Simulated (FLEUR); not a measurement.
# Collinear magnetic orders of MnPt with FLEUR, part 2 of 3

Aim: find out whether MnPt carries moments, and which collinear order costs least.

FLEUR MaX-R8.1; LDA (VWN); all-electron FLAPW, Dirac cores, scalar-relativistic bands.

So far, largest spin moment in the muffin-tin sphere (μB): step 2 (start 1: ferro +) 3.72; step 3 (start 2: antiferro q=(1/2,1/2,0) +-) 3.65.

### Step 4. Start 3: antiferro q=(0,0,1/2) +-

Reversing part of the moments tests the sign of the couplings between them.

The cell is doubled to 4 atoms to hold this order. The mesh is halved along the doubled vector, so that both cells sample the same points. The k list default-1 (kpts.xml, not shown) is a Γ-centred 10×10×5 mesh.

inp.xml

```
<?xml version="1.0" encoding="UTF-8" standalone="no"?>
<fleurInput fleurInputVersion="0.39">
   <comment>
      MnPt
   </comment>
   <calculationSetup>
      <cutoffs Kmax="3.6" Gmax="10.8" GmaxXC="10.8" numbands="0"/>
      <scfLoop itmax="90" minDistance="0.00002" maxIterBroyd="15" imix="Anderson" alpha="0.05" precondParam="0.0" spinf="2.0" sdNocoIR="T"/>
      <coreElectrons ctail="T" frcor="F" kcrel="0" coretail_lmax="0"/>
      <xcFunctional name="vwn" relativisticCorrections="F"/>
      <magnetism jspins="2"/>
      <soc l_soc="F" theta="0.0" phi="0.0" spav="F"/>
      <expertModes spex="0" secvar="F"/>
      <geometryOptimization l_f="F" forcealpha="1.0" forcemix="BFGS" epsdisp="0.00001" epsforce="0.00001"/>
      <ldaU l_linMix="F" mixParam="0.05" spinf="1.0"/>
   </calculationSetup>
   <cell>
      <bzIntegration valenceElectrons="62.0" mode="hist" fermiSmearingEnergy="0.00110248">
         <kPointListSelection listName="default-1"/>
         <xi:include xmlns:xi="http://www.w3.org/2001/XInclude" href="kpts.xml"> </xi:include>
      </bzIntegration>
      <xi:include xmlns:xi="http://www.w3.org/2001/XInclude" href="sym.xml"> </xi:include>
      <bulkLattice scale="1.0">
         <bravaisMatrix>
            <row-1>    5.3479249326179996     0.0000000000000000     0.0000000000000000</row-1>
            <row-2>    0.0000000000000000     5.3479249326179996     0.0000000000000000</row-2>
            <row-3>    0.0000000000000000     0.0000000000000000    13.8327952320719998</row-3>
         </bravaisMatrix>
      </bulkLattice>
   </cell>
   <atomSpecies>
      <species name="Manganese 3.500" element="Mn" atomicNumber="25">
         <mtSphere radius="2.5" gridPoints="827" logIncrement="0.015"/>
         <atomicCutoffs lmax="10" lnonsphr="8"/>
         <electronConfig flipSpins="F">
            <coreConfig>(1s1/2) (2s1/2) (2p1/2) (2p3/2)</coreConfig>
            <valenceConfig>(3s1/2) (3p1/2) (3p3/2) (4s1/2) (3d3/2) (3d5/2)</valenceConfig>
            <stateOccupation state="(3d3/2)" spinUp="1.25" spinDown="0.75"/>
            <stateOccupation state="(3d5/2)" spinUp="3.0" spinDown="0.0"/>
         </electronConfig>
         <energyParameters s="4" p="4" d="3" f="4"/>
         <lo type="SCLO" l="0" n="3" eDeriv="0"/>
         <lo type="SCLO" l="1" n="3" eDeriv="0"/>
      </species>
      <species name="Manganese -3.500" element="Mn" atomicNumber="25">
         <mtSphere radius="2.5" gridPoints="827" logIncrement="0.015"/>
         <atomicCutoffs lmax="10" lnonsphr="8"/>
         <electronConfig flipSpins="F">
            <coreConfig>(1s1/2) (2s1/2) (2p1/2) (2p3/2)</coreConfig>
            <valenceConfig>(3s1/2) (3p1/2) (3p3/2) (4s1/2) (3d3/2) (3d5/2)</valenceConfig>
            <stateOccupation state="(3d3/2)" spinUp="0.75" spinDown="1.25"/>
            <stateOccupation state="(3d5/2)" spinUp="0.0" spinDown="3.0"/>
         </electronConfig>
         <energyParameters s="4" p="4" d="3" f="4"/>
         <lo type="SCLO" l="0" n="3" eDeriv="0"/>
         <lo type="SCLO" l="1" n="3" eDeriv="0"/>
      </species>
      <species name="Platinum (Pt)" element="Pt" atomicNumber="78">
         <mtSphere radius="2.5" gridPoints="827" logIncrement="0.016"/>
         <atomicCutoffs lmax="10" lnonsphr="8"/>
         <electronConfig flipSpins="F">
            <coreConfig>(1s1/2) (2s1/2) (2p1/2) (2p3/2) (3s1/2) (3p1/2) (3p3/2) (4s1/2) (3d3/2) (3d5/2) (4p1/2) (4p3/2) (5s1/2) (4d3/2) (4d5/2) (4f5/2) (4f7/2)</coreConfig>
            <valenceConfig>(5p1/2) (5p3/2) (6s1/2) (5d3/2) (5d5/2)</valenceConfig>
            <stateOccupation state="(6s1/2)" spinUp="0.500000" spinDown="0.500000"/>
            <stateOccupation state="(5d3/2)" spinUp="1.800000" spinDown="1.800000"/>
            <stateOccupation state="(5d5/2)" spinUp="2.700000" spinDown="2.700000"/>
         </electronConfig>
         <energyParameters s="6" p="6" d="5" f="5"/>
         <lo type="SCLO" l="1" n="5" eDeriv="0"/>
      </species>
   </atomSpecies>
   <atomGroups>
      <atomGroup species="Manganese 3.500">
         <relPos label="                   1">.0000000000 .0000000000 .0000000000</relPos>
         <force calculate="T" relaxXYZ="TTT"/>
      </atomGroup>
      <atomGroup species="Manganese -3.500">
         <relPos label="                   2">.0000000000 .0000000000 1.000/2.000</relPos>
         <force calculate="T" relaxXYZ="TTT"/>
      </atomGroup>
      <atomGroup species="Platinum (Pt)">
         <relPos label="                   3">1.000/2.000 1.000/2.000 1.000/4.000</relPos>
         <relPos label="                   4">1.000/2.000 1.000/2.000 -1.000/4.000</relPos>
         <force calculate="T" relaxXYZ="TTT"/>
      </atomGroup>
   </atomGroups>
   <output dos="F" band="F" slice="F">
      <bandDOS minEnergy="-.5*Htr" maxEnergy="0.5*Htr" sigma="0.015" storeEVData="T"/>
      <plotting iplot="0" polar="F">
         <plot TwoD="T" vec1="  1.0  0.0  0.0" vec2="  0.0  1.0  0.0" vec3="  0.0  0.0  1.0" zero="  0.0  0.0  0.0" file="plot"/>
      </plotting>
      <moessbauerParams electricFieldGradient="F" isomerShift="F" coreHyperfine="F" valenceHyperfine="F"/>
   </output>
</fleurInput>
```

crystal.txt

```
MnPt
&input film=F cartesian=F /
2.83000000000  0.00000000000  0.00000000000
0.00000000000  2.83000000000  0.00000000000
0.00000000000  0.00000000000  7.32000000000
1.8897261246
1.0 1.0 1.0

4
25 0.00000000000  0.00000000000  0.00000000000 : 3.500
25 0.00000000000  0.00000000000  0.50000000000 : -3.500
78 0.50000000000  0.50000000000  0.25000000000
78 0.50000000000  0.50000000000  0.75000000000

&kpt div1=10 div2=10 div3=5 gamma=T /
```

Run with:

```console
$ OMP_NUM_THREADS=1 inpgen -f crystal.txt > inpgen.log  # inp.xml is then edited as shown
$ OMP_NUM_THREADS=1 mpirun -n 4 fleur_MPI > fleur.log
```

Output:

```text
[banner, memory and clock lines left out]
Welcome to FLEUR        (www.flapw.de)
      MaX-Release 8.1          (www.max-centre.eu)

 ========== k-point set info ==========
 Selected k-point list: default-1
 k-point list type: mesh
 0 x 0 x 0
 Number of k points: 64

 [... set-up left out ...]
 Iteration:     1   Distance:      30.09769426 me/bohr^3
 Iteration:     2   Distance:      16.38241881 me/bohr^3
 Iteration:     3   Distance:      10.96971744 me/bohr^3
 Iteration:     4   Distance:       7.22301850 me/bohr^3
 Iteration:     5   Distance:       4.94212639 me/bohr^3
[...]
<sumOfEigenvalues value="   -23985.2595505519">
               <coreElectrons value="-23949.8315950313"/>
               <valenceElectrons value="-35.4279555206"/>
            </sumOfEigenvalues>
         [... left out ...]
            <freeEnergy value="-39186.0891914619"/>
            <extrapolationTo0K value="-39186.0890122893"/>
         </totalEnergy>
         <densityConvergence units="me/bohr^3">
            <chargeDensity spin="1" distance="0.0000109759"/>
            <chargeDensity spin="2" distance="0.0000109741"/>
            <overallChargeDensity distance="0.0000158658"/>
            <spinDensity distance="0.0000151683"/>
         </densityConvergence>
      </iteration>
```

It took 47 s on 4 MPI ranks of Intel Xeon Platinum 8488C (Sapphire Rapids), shared host; peak memory 0.34 GiB; 3.1 min of CPU time.

Spin moment in the muffin-tin sphere by atom:

```csv
atom,spin moment in the muffin-tin sphere (μB)
Mn1,3.65
Mn2,-3.65
Pt3,0.00
Pt4,0.00
```

This step gave:

```
free energy                                                       : -1066307.8085 eV
program's band gap on this mesh (in a metal only a level spacing) : 0 eV
magnetization                                                     : 0 μB
final state                                                       : antiferromagnetic
```

It lies 63.9 meV a seeded atom under the first start, and its largest moment is 3.65 μB against 3.72 μB.

### Step 5. Run 4 (no spin polarisation)

A spinless run gives the zero against which the gain from the moments is read.

The k list default-1 (kpts.xml, not shown) is a Γ-centred 10×10×10 mesh.

inp.xml: that of step 4 with these lines changed.

```diff
@@ -10,3 +10,3 @@
       <xcFunctional name="vwn" relativisticCorrections="F"/>
-      <magnetism jspins="2"/>
+      <magnetism jspins="1"/>
       <soc l_soc="F" theta="0.0" phi="0.0" spav="F"/>
@@ -17,3 +17,3 @@
    <cell>
-      <bzIntegration valenceElectrons="62.0" mode="hist" fermiSmearingEnergy="0.00110248">
+      <bzIntegration valenceElectrons="31.0" mode="hist" fermiSmearingEnergy="0.00110248">
          <kPointListSelection listName="default-1"/>
@@ -26,3 +26,3 @@
             <row-2>    0.0000000000000000     5.3479249326179996     0.0000000000000000</row-2>
-            <row-3>    0.0000000000000000     0.0000000000000000    13.8327952320719998</row-3>
+            <row-3>    0.0000000000000000     0.0000000000000000     6.9163976160359999</row-3>
          </bravaisMatrix>
@@ -31,3 +31,3 @@
    <atomSpecies>
-      <species name="Manganese 3.500" element="Mn" atomicNumber="25">
+      <species name="Manganese (Mn)" element="Mn" atomicNumber="25">
          <mtSphere radius="2.5" gridPoints="827" logIncrement="0.015"/>
@@ -37,17 +37,4 @@
             <valenceConfig>(3s1/2) (3p1/2) (3p3/2) (4s1/2) (3d3/2) (3d5/2)</valenceConfig>
-            <stateOccupation state="(3d3/2)" spinUp="1.25" spinDown="0.75"/>
-            <stateOccupation state="(3d5/2)" spinUp="3.0" spinDown="0.0"/>
-         </electronConfig>
-         <energyParameters s="4" p="4" d="3" f="4"/>
-         <lo type="SCLO" l="0" n="3" eDeriv="0"/>
-         <lo type="SCLO" l="1" n="3" eDeriv="0"/>
-      </species>
-      <species name="Manganese -3.500" element="Mn" atomicNumber="25">
-         <mtSphere radius="2.5" gridPoints="827" logIncrement="0.015"/>
-         <atomicCutoffs lmax="10" lnonsphr="8"/>
-         <electronConfig flipSpins="F">
-            <coreConfig>(1s1/2) (2s1/2) (2p1/2) (2p3/2)</coreConfig>
-            <valenceConfig>(3s1/2) (3p1/2) (3p3/2) (4s1/2) (3d3/2) (3d5/2)</valenceConfig>
-            <stateOccupation state="(3d3/2)" spinUp="0.75" spinDown="1.25"/>
-            <stateOccupation state="(3d5/2)" spinUp="0.0" spinDown="3.0"/>
+            <stateOccupation state="(3d3/2)" spinUp="1.000000" spinDown="1.000000"/>
+            <stateOccupation state="(3d5/2)" spinUp="1.500000" spinDown="1.500000"/>
          </electronConfig>
@@ -72,3 +59,3 @@
    <atomGroups>
-      <atomGroup species="Manganese 3.500">
+      <atomGroup species="Manganese (Mn)">
          <relPos label="                   1">.0000000000 .0000000000 .0000000000</relPos>
@@ -76,9 +63,4 @@
       </atomGroup>
-      <atomGroup species="Manganese -3.500">
-         <relPos label="                   2">.0000000000 .0000000000 1.000/2.000</relPos>
-         <force calculate="T" relaxXYZ="TTT"/>
-      </atomGroup>
       <atomGroup species="Platinum (Pt)">
-         <relPos label="                   3">1.000/2.000 1.000/2.000 1.000/4.000</relPos>
-         <relPos label="                   4">1.000/2.000 1.000/2.000 -1.000/4.000</relPos>
+         <relPos label="                   2">1.000/2.000 1.000/2.000 1.000/2.000</relPos>
          <force calculate="T" relaxXYZ="TTT"/>
```

crystal.txt

```
MnPt
&input film=F cartesian=F /
2.83000000000  0.00000000000  0.00000000000
0.00000000000  2.83000000000  0.00000000000
0.00000000000  0.00000000000  3.66000000000
1.8897261246
1.0 1.0 1.0

2
25 0.00000000000  0.00000000000  0.00000000000
78 0.50000000000  0.50000000000  0.50000000000

&kpt div1=10 div2=10 div3=10 gamma=T /
```

Output:

```text
[banner, memory and clock lines left out]
Welcome to FLEUR        (www.flapw.de)
      MaX-Release 8.1          (www.max-centre.eu)

 ========== k-point set info ==========
 Selected k-point list: default-1
 k-point list type: mesh
 0 x 0 x 0
 Number of k points: 128

 [... set-up left out ...]
 Iteration:     1   Distance:      45.27609442 me/bohr^3
 Iteration:     2   Distance:      19.27982217 me/bohr^3
 Iteration:     3   Distance:      15.02715538 me/bohr^3
 Iteration:     4   Distance:       8.68320957 me/bohr^3
 Iteration:     5   Distance:       5.74063536 me/bohr^3
[...]
<FermiEnergy value="0.3831144202" units="Htr"/>
         [... left out ...]
         <totalEnergy value="   -19593.0172524557" units="Htr">
            <sumOfEigenvalues value="   -11994.5279009569">
               <coreElectrons value="-11976.5549179063"/>
               <valenceElectrons value="-17.9729830506"/>
            </sumOfEigenvalues>
         [... left out ...]
            <freeEnergy value="-19593.0177882899"/>
            <extrapolationTo0K value="-19593.0175203728"/>
         </totalEnergy>
         <densityConvergence units="me/bohr^3">
            <chargeDensity spin="1" distance="0.0000144265"/>
         </densityConvergence>
      </iteration>
```

The job ended after 13 s (4 MPI ranks; peak memory 0.21 GiB).

Read from the output:

| Item | Value |
| --- | --- |
| free energy | -533153.1748 eV |
| program's band gap on this mesh (in a metal only a level spacing) | 0.001675 eV |
| final state | non-magnetic (no spin polarisation) |

It lies 666 meV a seeded atom over the first start.

### Step 6. The states side by side

Free energies are divided by the number of seeded atoms, so that cells of unlike size compare. Wavevectors q in the names are fractions of the primitive cell's reciprocal vectors.

Orders:

```csv
start,final state,typed order kept,energy over the lowest (meV a seeded atom),largest sphere moment (μB),net moment (μB a primitive cell),mesh matched,CPU time (s)
ferro +,ferromagnetic,yes,355.8,3.718,4.154,yes,106.7
"antiferro q=(1/2,1/2,0) +-",antiferromagnetic,yes,0,3.649,0,yes,353.4
"antiferro q=(0,0,1/2) +-",antiferromagnetic,yes,291.9,3.655,0,yes,187.6
no spin polarisation,non-magnetic,-,1021,0,0,yes,52.05
```

(Part 2 of 3 ends here.)

[Logs and program files are shortened in this print: banners, set-up blocks, solver, clock and traceback lines can be left out without a mark of their own.]

[Logs are printed without paths, hosts, clocks, repeated set-up lines and the standing remarks that a program may print on its own settings, such as how far it seeks lower states.]

[Hosts, paths, dates, database ids (printed as entryN), source tags and the programs' standing remarks are cut or masked in the printed files.]

[Where a cell is said to come from a database of computed structures, the database is the Materials Project.]
